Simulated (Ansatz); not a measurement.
# What ScB3 (built on the sites of a database entry of ScGa3) distorts into, part 2 of 2

Aim: this structure of ScB3 (built on the sites of a database entry of ScGa3) is to be tested for unstable modes, and one is followed downhill.

Ansatz 0.2.0; DFT LDA, scalar-relativistic, plane waves, norm-conserving pseudopotentials.

So far, highest frequency on the path or at a solved wavevector (cm⁻¹): step 2 (phonons on a q mesh) 645. Also lowest frequency on the path (cm⁻¹): step 2 -529.

The structure was built from a prototype and need not be the compound's stable phase.

## (4) The mode frozen in, largest atomic shift 0.45 Å

The atoms are moved along the unstable eigenvector, the largest shift by 0.45 Å, with the cell fixed.

The input, input.yaml:

```yaml
crystal:
  lattice:
    - [0.0, -3.264037933, -3.264037933]
    - [0.0, -3.264037933, 3.264037933]
    - [-6.5280758659, -3.264037933, 0.0]
  atoms:
    - { symbol: Sc, position: [0.75, 0.75, 0.5] }
    - { symbol: Sc, position: [0.25, 0.25, 0.5] }
    - { symbol: Sc, position: [0.5, 0.5, 1.0] }
    - { symbol: Sc, position: [0.0, 0.0, 1.0] }
    - { symbol: B, position: [0.4655334888, -0.0344665112, 0.0689330224] }
    - { symbol: B, position: [0.0344665112, 0.5344665112, -0.0689330224] }
    - { symbol: B, position: [0.25, 0.75, 0.5] }
    - { symbol: B, position: [0.75, 0.25, 0.5] }
    - { symbol: B, position: [0.1825515055, 0.6825515055, 0.25] }
    - { symbol: B, position: [0.5674484945, 0.0674484945, 0.25] }
    - { symbol: B, position: [0.9325515055, 0.4325515055, 0.75] }
    - { symbol: B, position: [0.3174484945, 0.8174484945, 0.75] }
    - { symbol: B, position: [0.5674484945, 0.6825515055, 0.25] }
    - { symbol: B, position: [0.1825515055, 0.0674484945, 0.25] }
    - { symbol: B, position: [0.3174484945, 0.4325515055, 0.75] }
    - { symbol: B, position: [0.9325515055, 0.8174484945, 0.75] }
kpoints:
  mp_grid: { grid: [8, 8, 8] }
hamiltonian:
  xc: lda
  pseudopotentials: { kind: nc }
scf:
  occupations: { method: methfessel_paxton, width: 0.15 }
output:
  forces: true
  stress: true
  eigenvalues: true
```

Launch:

```
$ ansatz run input.yaml --threads 4 --pin off --max-ram 7168MiB --backend cpu --events-out ev --progress --plain --runs-dir out
```

Numbers of over 12 decimals in the logs are rounded to 6 here.

Output:

```text
[...]
Crystal: 16 atoms, lattice volume = 139.100 Å³
Basis set: ecut = 1061.244064 eV, 10947 PW (Γ)
Bands: 56, of which v1, the nominal top of the filled ones, is band 40 counted from 1 (39 counted from 0)
Symmetry: 16 space group operations
[...]
k-points: 59 of 512
[...]
k-point 0: bands = [... 36 lower, 10.7765, 10.8675, 10.8966, 10.9583, 10.9583, 13.6993, 14.9083, 14.9083, ... 12 higher]
  k-point 1: bands = [... 36 lower, 10.7812, 10.7870, 10.9713, 10.9792, 10.9792, 13.8419, 14.9051, 14.9051, ... 12 higher]
  k-point 2: bands = [... 36 lower, 10.7921, 10.7921, 11.0354, 11.0354, 11.1558, 14.2257, 14.8629, 14.8629, ... 12 higher]
  k-point 58: bands = [... 36 lower, 11.1890, 11.1890, 11.2235, 11.8020, 13.6240, 13.6240, 14.2919, 14.5109, ... 12 higher]
[key lines of the parts left out:]
SCF converged after 8 iterations
Free energy (F): -6227.499959 eV
Fermi energy:    12.151504 eV
P = ⅓ Tr σ = 16.6102 GPa (166.102 kbar)
```

Wall time 30 s (4 threads of Arm Neoverse V1, shared host); peak memory 1.5 GiB.

This step gave:

```yaml
pressure: 16.61 GPa
energy_from_the_undistorted_cell: -295.8 meV/atom
```

The energy, extrapolated to zero smearing, is -295.85 meV/atom against the undistorted cell.

The run ends at a pressure of 16.61 GPa, with forces up to 1.1 eV/Å.

## (5) Energy along the mode, all amplitudes (two of the runs are shown above)

An imaginary frequency means negative curvature, so the energy should fall and then rise again as anharmonic terms take over.

Numbers from this step:

* depth at the lowest point sampled: 295.8 meV/atom
* largest atomic shift at that point: 0.45 Å

Table of energy from the parent by largest atomic shift:

```csv
largest atomic shift (Å),energy from the parent (meV/atom)
0.000,0
0.040,-3.58
0.080,-14.5
0.140,-45.5
0.220,-111
0.320,-209
0.450,-296
0.600,-141
```

Displacement at unit largest shift by atom:

```csv
atom,x (Å),y (Å),z (Å),size
Sc1,0.00,0.00,0.00,0.00
Sc2,0.00,0.00,0.00,0.00
Sc3,0.00,0.00,0.00,0.00
Sc4,0.00,0.00,0.00,0.00
B5,-1.00,0.00,0.00,1.00
B6,1.00,0.00,0.00,1.00
B7,0.00,0.00,0.00,0.00
B8,0.00,0.00,0.00,0.00
B9,0.00,-0.83,0.00,0.83
B10,0.00,0.83,0.00,0.83
B11,0.00,-0.83,0.00,0.83
B12,0.00,0.83,0.00,0.83
B13,0.00,0.00,0.83,0.83
B14,0.00,0.00,-0.83,0.83
B15,0.00,0.00,0.83,0.83
B16,0.00,0.00,-0.83,0.83
```

The lowest of the steps tried is at 0.45 Å, 296 meV/atom below the parent; the bottom of the well need not coincide with a step.

## (6) Relaxation from the frozen mode

Starting from the lowest point found, all atoms and the cell are let go, so that strain and other modes of the same symmetry can join in.

Changes to input.yaml since step 4:

```diff
@@ -33 +33,6 @@
   eigenvalues: true
+relax:
+  adjacent_minimum: "off"
+  f_tol: 0.002
+  max_steps: 120
+  cell: { stress_tol: 0.03 }
```

Output:

```text
[...]
Crystal: 16 atoms, lattice volume = 139.100 Å³
Basis set: ecut = 1061.244064 eV, 10947 PW (Γ)
Bands: 56, of which v1, the nominal top of the filled ones, is band 40 counted from 1 (39 counted from 0)
Symmetry: 16 space group operations
[...]
k-points: 59 of 512
[...]
SCF iter   1: F=—  HF=-6230.161436 eV  |F-HF|=—  |Δ(HF+E_count)|=         —  Δρ=5.08e-2  dr2=8.25e0  ethr=3.10e-3  ⟨swp⟩=6.6  Hψ=14816  notcnv=0  defer=25
[...]
SCF iter   8: F=-6227.499959 eV  HF=-6227.499959 eV  |F-HF|=4.36e-8  |Δ(HF+E_count)|=   1.78e-7  S|Δr|=    0.00e0  Δρ=6.96e-6  dr2=7.64e-8  ethr=1.25e-10  ⟨swp⟩=18.7  Hψ=23631  notcnv=0
SCF 1 converged in 8 iterations: F = -6227.499959 eV  dr2 = 7.64e-8
relax step   1: F+E_penalty+E_count = -6227.49995890 eV  Δ(F+E_penalty+E_count) = +0.000e0 eV  max|allowed force component| = 8.765e-1 eV/Å  Δτ_max = 0.0000 Å  P = +16.610 GPa  Ω = 139.100 Å³  (8 SCF iters, dr2 threshold 1.00e-7 eV, accepted)
Crystal: 16 atoms, lattice volume = 151.948 Å³
Basis set: ecut = 1061.244064 eV, 11887 PW (Γ)
[...]
SCF iter   7: F=-6228.737044 eV  HF=-6228.737044 eV  |F-HF|=3.07e-7  |Δ(HF+E_count)|=   6.55e-7  S|Δr|=    0.00e0  Δρ=1.31e-5  dr2=4.50e-7  ethr=2.00e-9  ⟨swp⟩=14.2  Hψ=20343  notcnv=0
the search or the solves at the SCF's close seem to have found levels that the self-consistency loop had missed (the run counts 1). By its estimate they hold under 1e-12 electrons; where the run keeps them, the occupations were computed again with them
SCF 2 converged in 7 iterations: F = -6228.737044 eV  dr2 = 4.50e-7
relax step   2: F+E_penalty+E_count = -6228.73704411 eV  Δ(F+E_penalty+E_count) = -1.237e0 eV  max|allowed force component| = 5.262e-1 eV/Å  Δτ_max = 0.0774 Å  P = +1.583 GPa  Ω = 151.948 Å³  energy of the carried Pulay correction = -7.251e-3 eV  (7 SCF iters, dr2 threshold 1.60e-6 eV, accepted)
Crystal: 16 atoms, lattice volume = 155.374 Å³
Basis set: ecut = 1061.244064 eV, 12215 PW (Γ)
[...]
SCF iter   7: F=-6228.888407 eV  HF=-6228.888407 eV  |F-HF|=1.02e-7  |Δ(HF+E_count)|=   3.20e-7  S|Δr|=    0.00e0  Δρ=6.38e-6  dr2=1.43e-7  ethr=2.00e-9  ⟨swp⟩=13.0  Hψ=18959  notcnv=0
SCF 3 converged in 7 iterations: F = -6228.888407 eV  dr2 = 1.43e-7
relax step   3: F+E_penalty+E_count = -6228.88840710 eV  Δ(F+E_penalty+E_count) = -1.514e-1 eV  max|allowed force component| = 2.496e-1 eV/Å  Δτ_max = 0.0417 Å  P = -0.271 GPa  Ω = 155.374 Å³  energy of the carried Pulay correction = -9.078e-3 eV  (7 SCF iters, dr2 threshold 1.60e-6 eV, accepted)
[...]
relax step   4: F+E_penalty+E_count = -6228.89782262 eV  Δ(F+E_penalty+E_count) = -9.416e-3 eV  max|allowed force component| = 8.484e-3 eV/Å  Δτ_max = 0.0138 Å  P = -0.174 GPa  Ω = 155.401 Å³  energy of the carried Pulay correction = -9.092e-3 eV  (5 SCF iters, dr2 threshold 1.60e-6 eV, accepted)
[...]
relax step   5: F+E_penalty+E_count = -6228.89812891 eV  Δ(F+E_penalty+E_count) = -3.063e-4 eV  max|allowed force component| = 4.964e-3 eV/Å  Δτ_max = 0.0021 Å  P = -0.011 GPa  Ω = 155.267 Å³  energy of the carried Pulay correction = -9.021e-3 eV  (4 SCF iters, dr2 threshold 1.81e-7 eV, accepted)
[...]
relax step   6: F+E_penalty+E_count = -6228.89815085 eV  Δ(F+E_penalty+E_count) = -2.194e-5 eV  max|allowed force component| = 6.020e-4 eV/Å  Δτ_max = 0.0003 Å  P = +0.004 GPa  Ω = 155.239 Å³  energy of the carried Pulay correction = -9.007e-3 eV  (5 SCF iters, dr2 threshold 4.50e-9 eV, accepted)
[...]
relax step   7: F+E_penalty+E_count = -6228.91697667 eV  Δ(F+E_penalty+E_count) = -1.883e-2 eV  max|allowed force component| = 1.060e-3 eV/Å  Δτ_max = 0.0000 Å  P = +0.192 GPa  Ω = 155.239 Å³  stress off target by 2.39e-1 GPa  SCF on the basis re-selected at this cell (its energy is not comparable with the rows above)  (6 SCF iters)
[...]
relax step   8: F+E_penalty+E_count = -6228.91702250 eV  Δ(F+E_penalty+E_count) = -4.583e-5 eV  max|allowed force component| = 1.743e-3 eV/Å  Δτ_max = 0.0007 Å  P = -0.006 GPa  Ω = 155.450 Å³  energy of the carried Pulay correction = -1.095e-4 eV  (4 SCF iters, dr2 threshold 1.43e-7 eV, accepted)
[...]
SCF iter   6: F=-6228.917130 eV  HF=-6228.917130 eV  |F-HF|=1.64e-11  |Δ(HF+E_count)|=  7.64e-11  S|Δr|=    0.00e0  Δρ=1.20e-7  dr2=2.05e-11  ethr=1.00e-12  ⟨swp⟩=9.9  Hψ=15701  notcnv=0
SCF 9 converged in 6 iterations: F = -6228.917130 eV  dr2 = 2.05e-11
relax step   9: F+E_penalty+E_count = -6228.91712975 eV  Δ(F+E_penalty+E_count) = -1.072e-4 eV  max|allowed force component| = 1.710e-3 eV/Å  Δτ_max = 0.0000 Å  P = -0.006 GPa  Ω = 155.450 Å³  stress off target by 1.21e-2 GPa  SCF on the basis re-selected at this cell (its energy is not comparable with the rows above)  (6 SCF iters)
[...]
SCF converged after 6 iterations
[...]
Free energy (F): -6228.917130 eV
[...]
Internal energy: -6228.916277 eV  (E = F + TS)
E sigma→0 (E₀):  -6228.916917 eV
Entropy (-TS):   -0.000853 eV (-0.053 meV/atom)
Fermi energy:    10.672865 eV
[...]
--- Forces (eV/Å), atoms counted from 1 ---
  atom   1  Sc     0.00000000     0.00000000     0.00000000
  atom   2  Sc     0.00000000    -0.00000000     0.00000000
  atom   3  Sc     0.00000000     0.00000000    -0.00000000
  atom   4  Sc     0.00000000    -0.00000000     0.00000000
  atom   5  B     -0.00171017    -0.00000000     0.00000000
  atom   6  B      0.00171017     0.00000000     0.00000000
  atom   7  B      0.00000000     0.00000000    -0.00000000
  atom   8  B      0.00000000     0.00000000     0.00000000
  atom   9  B      0.00034237    -0.00101250    -0.00000000
  atom  10  B      0.00034237     0.00101250     0.00000000
  atom  11  B     -0.00034237    -0.00101250    -0.00000000
  atom  12  B     -0.00034237     0.00101250     0.00000000
  atom  13  B      0.00034237    -0.00000000     0.00101250
  atom  14  B      0.00034237    -0.00000000    -0.00101250
  atom  15  B     -0.00034237    -0.00000000     0.00101250
  atom  16  B     -0.00034237     0.00000000    -0.00101250
  max |Σ_I F_I| component: 3.30e-17 eV/Å
--- Stress (GPa, compression-positive) ---
       -0.012109       0.000000       0.000000
        0.000000      -0.003000       0.000000
        0.000000       0.000000      -0.003000
  P = ⅓ Tr σ = -0.0060 GPa (-0.060 kbar)
--- Band table (eV; the first three rows and the last of 59) ---
  k-point 0: bands = [... 36 lower, 9.4068, 9.5296, 9.5927, 9.5927, 9.7768, 11.5723, 13.1879, 13.1879, ... 12 higher]
  k-point 1: bands = [... 36 lower, 9.4080, 9.5444, 9.6108, 9.6108, 9.6374, 11.7824, 13.1940, 13.1940, ... 12 higher]
  k-point 2: bands = [... 36 lower, 9.3918, 9.3918, 9.6225, 9.6791, 9.6791, 12.2870, 13.1629, 13.1629, ... 12 higher]
  k-point 58: bands = [... 36 lower, 8.9382, 9.9861, 10.0886, 10.0886, 11.8622, 11.8622, 12.1831, 13.0108, ... 12 higher]
--- Relaxed structure (7 steps of the walk, 7 accepted, 2 SCFs on fresh bases) ---
  F+E_penalty+E_count = -6228.91712975 eV   max|allowed force component| = 1.710e-3 eV/Å   (the final SCF, on the basis selected at the relaxed cell)
  cell:  # Å, volume = 155.4499 Å³
    - [5.370678781011838e-18, -3.442761, -3.442761]
    - [-5.370678781011855e-18, -3.442761, 3.442761]
    - [-6.557629, -3.442761, 1.0741357561859154e-17]
  atoms:
    - { symbol: Sc, position: [0.75, 0.75, 0.500000] }
    - { symbol: Sc, position: [0.250000, 0.250000, 0.500000] }
    - { symbol: Sc, position: [0.500000, 0.500000, 1.000000] }
    - { symbol: Sc, position: [-1.1238818495909001e-16, -1.096564199659413e-16, 1.000000] }
    - { symbol: B, position: [0.464458, -0.035542, 0.071085] }
    - { symbol: B, position: [0.035542, 0.535542, -0.071085] }
    - { symbol: B, position: [0.250000, 0.75, 0.500000] }
    - { symbol: B, position: [0.75, 0.250000, 0.500000] }
    - { symbol: B, position: [0.191334, 0.691334, 0.262784] }
    - { symbol: B, position: [0.545882, 0.045882, 0.262784] }
    - { symbol: B, position: [0.954118, 0.454118, 0.737216] }
    - { symbol: B, position: [0.308666, 0.808666, 0.737216] }
    - { symbol: B, position: [0.545882, 0.691334, 0.262784] }
    - { symbol: B, position: [0.191334, 0.045882, 0.262784] }
    - { symbol: B, position: [0.308666, 0.454118, 0.737216] }
    - { symbol: B, position: [0.954118, 0.808666, 0.737216] }
```

It took 5 min on 4 threads; peak memory 1.7 GiB.

Step by step:

```csv
step,energy less that of the first step (eV),largest force component (eV/Å),pressure (GPa),volume (Å³)
1,0.0000,0.8765,16.61,139.10
2,-1.2371,0.5262,1.58,151.95
3,-1.3884,0.2496,-0.27,155.37
4,-1.3979,0.0085,-0.17,155.40
5,-1.3982,0.0050,-0.01,155.27
6,-1.3982,0.0006,0.00,155.24
7*,-1.4170,0.0011,0.19,155.24
8,-1.4171,0.0017,-0.01,155.45
9*,-1.4172,0.0017,-0.01,155.45
```

Relaxation steps marked * repeat the geometry before them on a plane-wave basis chosen anew for their cell, so energy and pressure can jump there.

Forces are held to the 16 operations that the run works with; a distortion that breaks them can't arise in this run.

```csv
"conventional cell, symmetrised",before,after,change
a (Å),4.616,4.869,+5.5 %
b (Å),4.616,4.869,+5.5 %
c (Å),13.056,13.115,+0.5 %
volume (Å³/atom),8.69,9.72,+11.8 %
```

The atoms that moved most (Å, as changes of fractional coordinates times the final cell):

```csv
atom,dx,dy,dz,length
B9,-0.084,-0.104,0.000,0.134
B10,-0.084,0.104,0.000,0.134
B16,0.084,0.000,-0.104,0.134
B11,0.084,-0.104,0.000,0.134
B15,0.084,0.000,0.104,0.134
B13,-0.084,0.000,0.104,0.134
B14,-0.084,0.000,-0.104,0.134
B12,0.084,0.104,0.000,0.134
```

Final coordinates:

```xyz
16
Lattice="0.0000 -3.4428 -3.4428 0.0000 -3.4428 3.4428 -6.5576 -3.4428 0.0000" Properties=species:S:1:pos:R:3 pbc="T T T"
Sc   -3.2788   -6.8855    0.0000
Sc   -3.2788   -3.4428    0.0000
Sc   -6.5576   -6.8855    0.0000
Sc   -6.5576   -3.4428    0.0000
B    -0.4661   -1.7214   -1.7214
B     0.4661   -1.7214    1.7214
B    -3.2788   -5.1641    1.7214
B    -3.2788   -5.1641   -1.7214
B    -1.7232   -3.9435    1.7214
B    -1.7232   -2.9420   -1.7214
B    -4.8344   -7.3863   -1.7214
B    -4.8344   -6.3848    1.7214
B    -1.7232   -5.1641    0.5008
B    -1.7232   -1.7214   -0.5008
B    -4.8344   -5.1641    0.5008
B    -4.8344   -8.6069   -0.5008
```

Numbers from this step:

```yaml
pressure: -0.006036 GPa
volume_per_atom: 9.716 Å³
```

The distorted start has space group I4/mmm; the relaxation ends in I4/mmm.

## (7) The phases reached

The phases reached along the modes that were followed are set side by side.

Energies are those of the first relaxation, on the mesh of the frozen mode; space group, volume and gap are those of the last relaxation. Phases, by row:

```csv
mode frozen in,space group,energy from parent (meV/atom),volume (Å³/atom),gap on mesh (eV),lowest zone-centre optical mode (cm⁻¹),largest shift (Å)
parent,Pm-3m,0,8.694,0,–,–
"q = (-0.5, -0.5, -0.5), 529i cm⁻¹",Fm-3m,-446.1,9.85,0,273.3,0.448
"q = (0.25, -0.5, -0.5), 478i cm⁻¹",I4/mmm,-384.4,9.72,0,–,0.508
```

## (8) What came out

* unstable mode of the parent: q = (0.25, -0.5, -0.5), 478i cm⁻¹
* depth at the lowest point sampled: 296 meV/atom
* largest atomic shift at that point: 0.45 Å
* space group reached (within 0.01 Å): I4/mmm
* energy gained over the parent (first relaxation, on the mesh of the frozen mode): 384 meV/atom
* volume per atom, phase reached: 9.72 Å³

What this shows: Along this mode the structure falls into I4/mmm, 384 meV/atom below the parent. At the parent's cell the well is 295.8 meV/atom deep on the steps tried, with its lowest point at a shift of 0.45 Å. Relaxing atoms and cell changes the gain by +88.57 meV/atom against the lowest step (energies at zero smearing). The modes of the phase reached were not computed on this path. Of the 2 patterns followed to their end from this parent, this one ends 61.7 meV/atom above the lowest, Fm-3m. Each path keeps the symmetry of its pattern, so a lower phase may lie along a pattern not tried. With no gap, or one that is small against the smearing, the frequencies hang on the k mesh and the smearing, most of all near Kohn anomalies. The volume moved by more than a tenth on the k mesh of the start, so the energy gain is rough. The starting cell was built on a prototype and not taken from a measurement, so the phase need not exist.

[Logs are printed without paths, hosts, clocks, repeated set-up lines and the standing remarks that a program may print on its own settings, such as how far it seeks lower states.]

[Hosts, paths, dates, database ids (printed as entryN), source tags and the programs' standing remarks are cut or masked in the printed files.]
